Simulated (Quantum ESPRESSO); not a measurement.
# MnS: exchange couplings by hand from total energies

Can a spin model with one coupling foretell the energy of a further order of MnS?

Calculated with Quantum ESPRESSO 7.5; PBEsol with U = 4 eV on Mn d (ortho-atomic projectors); plane waves with GBRV 1.5 PBEsol potentials, no spin-orbit coupling.

The database entry behind the starting cell differs from later determinations by our own check (an axis about 0.2 % short against later determinations), so it need not match the best structure at ambient conditions.

### 1. The starting structure

It takes space group Fm-3m (No. 225, cubic). Conventional cell: a = 5.209 Å, b = 5.209 Å, c = 5.209 Å, α = 90.00°, β = 90.00°, γ = 90.00°. Mn has 6 S at 2.60 Å nearest. Nearest to S lie 6 Mn at 2.60 Å. Farther neighbours and most contacts between anions are not listed.

The cell comes from the Crystallography Open Database.

### 2. The parallel order

All energies count from this run.

pw.in

```
&CONTROL
  calculation = 'scf'
  prefix = 'pwscf'
  outdir = './tmp'
  pseudo_dir = './pseudo'
  disk_io = 'nowf'
/
&SYSTEM
  ibrav = 0
  nat = 2
  ntyp = 2
  ecutwfc = 40
  ecutrho = 280
  nbnd = 19
  occupations = 'smearing'
  smearing = 'fd'
  degauss = 0.00367493
  nspin = 2
  starting_magnetization(1) = 0.3
  starting_magnetization(2) = 0
/
&ELECTRONS
  conv_thr = 4d-09
  electron_maxstep = 150
  mixing_beta = 0.3
/
ATOMIC_SPECIES
Mn     54.9380 mn_pbesol_v1.5.uspp.F.UPF
S      32.0600 s_pbesol_v1.4.uspp.F.UPF
CELL_PARAMETERS angstrom
   0.0000000000    2.6045000000    2.6045000000
   2.6045000000    0.0000000000    2.6045000000
   2.6045000000    2.6045000000    0.0000000000
ATOMIC_POSITIONS crystal
Mn      0.0000000000    0.0000000000    0.0000000000
S       0.5000000000    0.5000000000    0.5000000000
K_POINTS automatic
6 6 6 0 0 0
HUBBARD {ortho-atomic}
U Mn-3d 4.0000
```

Run with:

```
$ OMP_NUM_THREADS=1 mpirun -n 4 pw.x -nk 4 -in pw.in > pw.out
```

The program printed:

```text
Program PWSCF v.7.5 starts
     [... lines left out ...]
     number of atoms/cell      =            2
     [... lines left out ...]
     number of electrons       =        21.00
     number of Kohn-Sham states=           19
     kinetic-energy cutoff     =      40.0000  Ry
     charge density cutoff     =     280.0000  Ry
     scf convergence threshold =      4.0E-09
     [... lines left out ...]
     48 Sym. Ops., with inversion, found
     [... lines left out ...]
     number of k points=    16  Fermi-Dirac smearing, width (Ry)=  0.0037
     [... lines left out ...]
     iteration # 10     ecut=    40.00 Ry     beta= 0.30
     [... lines left out ...]
     Magnetic moment per site  (integrated on atomic sphere of radius R)
     atom   1 (R=0.292)  charge= 13.1425  magn=  4.4982
     atom   2 (R=0.292)  charge=  4.6976  magn=  0.1143
     [... lines left out ...]
     Tr[ns(  1)] (up, down, total) =   4.97072  0.26472  5.23544
     [... lines left out ...]
     the Fermi energy is    10.4641 ev
!    total energy              =    -235.09525938 Ry
     estimated scf accuracy    <          1.6E-09 Ry
     smearing contrib. (-TS)   =      -0.00000078 Ry
     [... lines left out ...]
     total magnetization       =     5.00 Bohr mag/cell
     absolute magnetization    =     5.00 Bohr mag/cell
     convergence has been achieved in  10 iterations
   JOB DONE.
```

It took 4.5 s on 4 MPI ranks of Arm Neoverse V2, shared host; peak memory 0.29 GiB; 18 s of CPU time.

Spin moment in the atom's sphere by atom:

| atom | spin moment in the atom's sphere (μB) |
| --- | --- |
| Mn1 | 4.50 |
| S2 | 0.11 |

This step gave:

```
smearing term TS       : 1.06e-5 eV
magnetization          : 5 μB
absolute magnetization : 5 μB
final state            : ferromagnetic
```

### 3. The orders used for the fit

The other orders were run with the same settings, on meshes that hold the same points. Free energies are divided by the number of Mn atoms; q is in fractions of the reciprocal vectors of the first run's cell.

| order | atoms | mesh | free energy (eV) | eV per Mn | largest moment (μB) |
| --- | --- | --- | --- | --- | --- |
| F + | 2 | 6×6×6 | -3198.6340 | -3198.6340 | 4.50 |
| AF q=(0,1/2,1/2) +- | 4 | 6×3×6 | -6397.3031 | -3198.6515 | 4.47 |

### 4. Counting neighbours

With E = −Σ J e_i·e_j over ordered pairs of unit vectors, turning a neighbour from parallel to opposed costs 2J a Mn atom. So an order lies 2 Σ n J over the parallel one, n being the opposed neighbours in each shell.

| shell | distance (Å) | neighbours | opposed in AF q=(0,1/2,1/2) +- | opposed in AF q=(0,0,1/2) +- |
| --- | --- | --- | --- | --- |
| J1 | 3.68 | 12 | 8 | 6 |
| J2 | 5.21 | 6 | 0 | 6 |

Only J1 is kept, as an effective coupling that takes up all reversed shells.

### 5. Solving

```
2 × 8 × J1 = -17.6 meV    (AF q=(0,1/2,1/2) +-)
J1 = -1.10 meV
```

### 6. The test

The couplings now give the orders that were left out:

```
2 × 6 × (-1.10) = -13.2 meV    (AF q=(0,0,1/2) +-)
```

The runs themselves:

| order | atoms | mesh | free energy (eV) | eV per Mn | largest moment (μB) | over the parallel order (meV) | foretold (meV) |
| --- | --- | --- | --- | --- | --- | --- | --- |
| AF q=(0,0,1/2) +- | 4 | 6×6×3 | -6397.3727 | -3198.6863 | 4.42 | -52.4 | -13.2 |

### 7. One more shell

One way to take up the miss is the next shell. Both differences then fix both couplings, and no order is left for a test.

```
2 × 8 × J1 = -17.6 meV    (AF q=(0,1/2,1/2) +-)
2 × 6 × J1 + 2 × 6 × J2 = -52.4 meV    (AF q=(0,0,1/2) +-)
J1 = -1.10 meV
J2 = -3.27 meV
```

### 8. What came out

```
effective J1 (Mn–Mn at 3.68 Å)      : -1.1 meV
largest miss on the orders left out : 39 meV
J1 with two shells                  : -1.1 meV
J2 with two shells                  : -3.27 meV
```

In words: The model misses the order left out by 39 meV, 75 % of the largest energy difference, so it fails: these couplings alone don't describe the crystal. With the next shell added the couplings are J1 = -1.10 and J2 = -3.27 meV, untested. The largest moment changes by 1.8 % between the orders. Shells that were dropped are folded into the couplings or show in the miss.

[Logs and program files are shortened in this print: banners, set-up blocks, solver, clock and traceback lines can be left out without a mark of their own.]

[Logs are printed without paths, hosts, clocks, repeated set-up lines and the standing remarks that a program may print on its own settings, such as how far it seeks lower states.]

[Hosts, paths, dates, database ids (printed as entryN), source tags and the programs' standing remarks are cut or masked in the printed files.]

[Where a cell is said to come from a database of computed structures, the database is the Materials Project.]
